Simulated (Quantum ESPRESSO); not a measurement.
# Magnetic state of CuF2 from several starts

A self-consistent run ends on one state, which hangs on the start. Several orders of CuF2 are started in Quantum ESPRESSO and their energies compared.

Calculated with Quantum ESPRESSO 7.5; PBEsol with U = 6 eV on Cu d (ortho-atomic projectors); plane waves with GBRV 1.5 PBEsol potentials, no spin-orbit coupling.

Most raw output is cut from this account.

### Step 1. Set-up

The structure is monoclinic, space group P2_1/c (No. 14). The conventional cell has a = 3.320 Å, b = 4.540 Å, c = 5.343 Å, α = 90.00°, β = 121.44°, γ = 90.00°. Cu has 6 F at 1.91 to 2.31 Å nearest. F has 3 Cu at 1.91 to 2.31 Å nearest. Farther neighbours and most contacts between anions are not listed.

The cell comes from the Crystallography Open Database.

### Step 2. Start 1: ferro ++

The signs are those of the starting moments on the seeded atoms, the atoms that are given a moment.

The input, pw.in:

```
&CONTROL
  calculation = 'scf'
  prefix = 'pwscf'
  outdir = './tmp'
  pseudo_dir = './pseudo'
  disk_io = 'nowf'
/
&SYSTEM
  ibrav = 0
  celldm(1) = 8
  nat = 6
  ntyp = 2
  ecutwfc = 40
  ecutrho = 280
  nbnd = 45
  occupations = 'smearing'
  smearing = 'fd'
  degauss = 0.00367493
  nspin = 2
  starting_magnetization(1) = 0.0526
  starting_magnetization(2) = 0
/
&ELECTRONS
  conv_thr = 1.2d-08
  electron_maxstep = 150
  mixing_beta = 0.3
/
ATOMIC_SPECIES
Cu     63.5460 cu_pbesol_v1.2.uspp.F.UPF
F      18.9984 f_pbesol_v1.4.uspp.F.UPF
CELL_PARAMETERS alat
   0.7842363417197    0.0000000000000    0.0000000000000
   0.0000000000000    1.0724195757251    0.0000000000000
  -0.6583022279400    0.0000000000000    1.0768918614287
ATOMIC_POSITIONS crystal
Cu      0.0000000000    0.0000000000    0.0000000000
Cu      0.0000000000    0.5000000000    0.5000000000
F       0.2560000000    0.3000000000    0.3000000000
F       0.7440000000    0.8000000000    0.2000000000
F       0.7440000000    0.7000000000    0.7000000000
F       0.2560000000    0.2000000000    0.8000000000
K_POINTS automatic
8 4 4 0 0 0
HUBBARD {ortho-atomic}
U Cu-3d 6.0000
```

Launch:

```console
> OMP_NUM_THREADS=1 mpirun -n 4 pw.x -nk 4 -in pw.in > pw.out
```

Wall time 82 s (4 MPI ranks of Arm Neoverse V1, shared host); peak memory 0.56 GiB; 5.5 min of CPU time.

Spin moment in the atom's sphere by atom:

```
atom  spin moment in the atom's sphere (μB)
 Cu1                                  0.820
 Cu2                                  0.820
  F3                                  0.082
  F4                                  0.082
  F5                                  0.082
  F6                                  0.082
```

Read from the output:

- smearing term TS: 1.91e-12 eV
- magnetization: 2 μB
- absolute magnetization: 2.113 μB
- final state: ferromagnetic

### Step 3. Start 2: antiferro +−

pw.in, as its differences from that of step 2:

```diff
@@ -11,6 +11,6 @@
   nat = 6
-  ntyp = 2
+  ntyp = 3
   ecutwfc = 40
   ecutrho = 280
-  nbnd = 45
+  nbnd = 44
   occupations = 'smearing'
@@ -20,3 +20,4 @@
   starting_magnetization(1) = 0.0526
-  starting_magnetization(2) = 0
+  starting_magnetization(2) = -0.0526
+  starting_magnetization(3) = 0
 /
@@ -28,3 +29,4 @@
 ATOMIC_SPECIES
-Cu     63.5460 cu_pbesol_v1.2.uspp.F.UPF
+Cu1    63.5460 cu_pbesol_v1.2.uspp.F.UPF
+Cu2    63.5460 cu_pbesol_v1.2.uspp.F.UPF
 F      18.9984 f_pbesol_v1.4.uspp.F.UPF
@@ -35,4 +37,4 @@
 ATOMIC_POSITIONS crystal
-Cu      0.0000000000    0.0000000000    0.0000000000
-Cu      0.0000000000    0.5000000000    0.5000000000
+Cu1     0.0000000000    0.0000000000    0.0000000000
+Cu2     0.0000000000    0.5000000000    0.5000000000
 F       0.2560000000    0.3000000000    0.3000000000
@@ -44,2 +46,3 @@
 HUBBARD {ortho-atomic}
-U Cu-3d 6.0000
+U Cu1-3d 6.0000
+U Cu2-3d 6.0000
```

Wall time 76 s (4 MPI ranks); peak memory 0.62 GiB.

Spin moment in the atom's sphere by atom:

```
atom  spin moment in the atom's sphere (μB)
 Cu1                                  0.803
 Cu2                                 -0.803
  F3                                  0.001
  F4                                 -0.001
  F5                                  0.001
  F6                                 -0.001
```

Read from the output:

```yaml
smearing_term_ts: 5.90e-14 eV
magnetization: 0 μB
absolute_magnetization: 1.932 μB
final_state: antiferromagnetic
```

### Step 4. Ranking

An order is kept where moments of 0.15 μB or more survive with the typed signs; meshes match where a doubled cell samples the same k points as the first cell.

Orders:

```
       start        final state  typed order kept  energy over the lowest (meV a seeded atom)  largest site moment (μB)  net moment (μB a cell of the first run)  mesh matched  CPU time (s)
    ferro ++      ferromagnetic               yes                                       20.91                    0.8201                                        2           yes         329.4
antiferro +-  antiferromagnetic               yes                                           0                    0.8027                                        0           yes         305.2
```

### Step 5. The lowest state again, with its states saved

pw.in, as its differences from that of step 3:

```diff
@@ -5,3 +5,3 @@
   pseudo_dir = './pseudo'
-  disk_io = 'nowf'
+  disk_io = 'low'
 /
@@ -14,3 +14,3 @@
   ecutrho = 280
-  nbnd = 44
+  nbnd = 48
   occupations = 'smearing'
```

The job ended after 80 s (4 MPI ranks; peak memory 0.63 GiB).

This step gave:

| Quantity | Value |
| --- | --- |
| smearing term TS | 2.56e-13 eV |
| magnetization | 0 μB |
| absolute magnetization | 1.932 μB |
| final state | antiferromagnetic |
| largest moment | 0.8027 μB |

### Step 6. Projections on atomic orbitals

projwfc.x projects the saved states on orthogonalised atomic orbitals of the pseudopotential files.

The job ended after 2.9 s (4 MPI ranks; peak memory 0.32 GiB).

```
atom  moment in the sphere (μB)  Löwdin moment (μB)  Löwdin charge (e)
 Cu1                      0.803               0.801             18.383
 Cu2                     -0.803              -0.801             18.383
  F3                      0.001               0.000              7.270
  F4                     -0.001               0.000              7.270
  F5                      0.001               0.000              7.270
  F6                     -0.001               0.000              7.270
```

### Step 7. Occupations of the corrected shells in the lowest state

Occupations of the Hubbard shells:

```
block  type  shell  spin  electrons             occupation numbers
    1   Cu1     3d    up      4.964  0.989 0.992 0.993 0.995 0.995
    1   Cu1     3d  down      4.155  0.193 0.986 0.991 0.992 0.993
    2   Cu2     3d    up      4.155  0.193 0.986 0.991 0.992 0.993
    2   Cu2     3d  down      4.964  0.989 0.992 0.993 0.995 0.995
```

### Step 8. Outcome

| Item | Value |
| --- | --- |
| lowest state found | antiferromagnetic (from antiferro +-) |
| largest site moment | 0.803 μB |
| next state with moments | ferromagnetic, 20.9 meV a seeded atom higher |

What this shows: The largest moment reads 0.80 μB in the sphere and 0.80 μB by Löwdin projection; a site moment hangs on how space is shared out. Only these 2 starts were compared; other wavevectors, canted and longer-period orders were not.

[Logs and program files are shortened in this print: banners, set-up blocks, solver, clock and traceback lines can be left out without a mark of their own.]

[Logs are printed without paths, hosts, clocks, repeated set-up lines and the standing remarks that a program may print on its own settings, such as how far it seeks lower states.]

[Hosts, paths, dates, database ids (printed as entryN), source tags and the programs' standing remarks are cut or masked in the printed files.]

[Where a cell is said to come from a database of computed structures, the database is the Materials Project.]
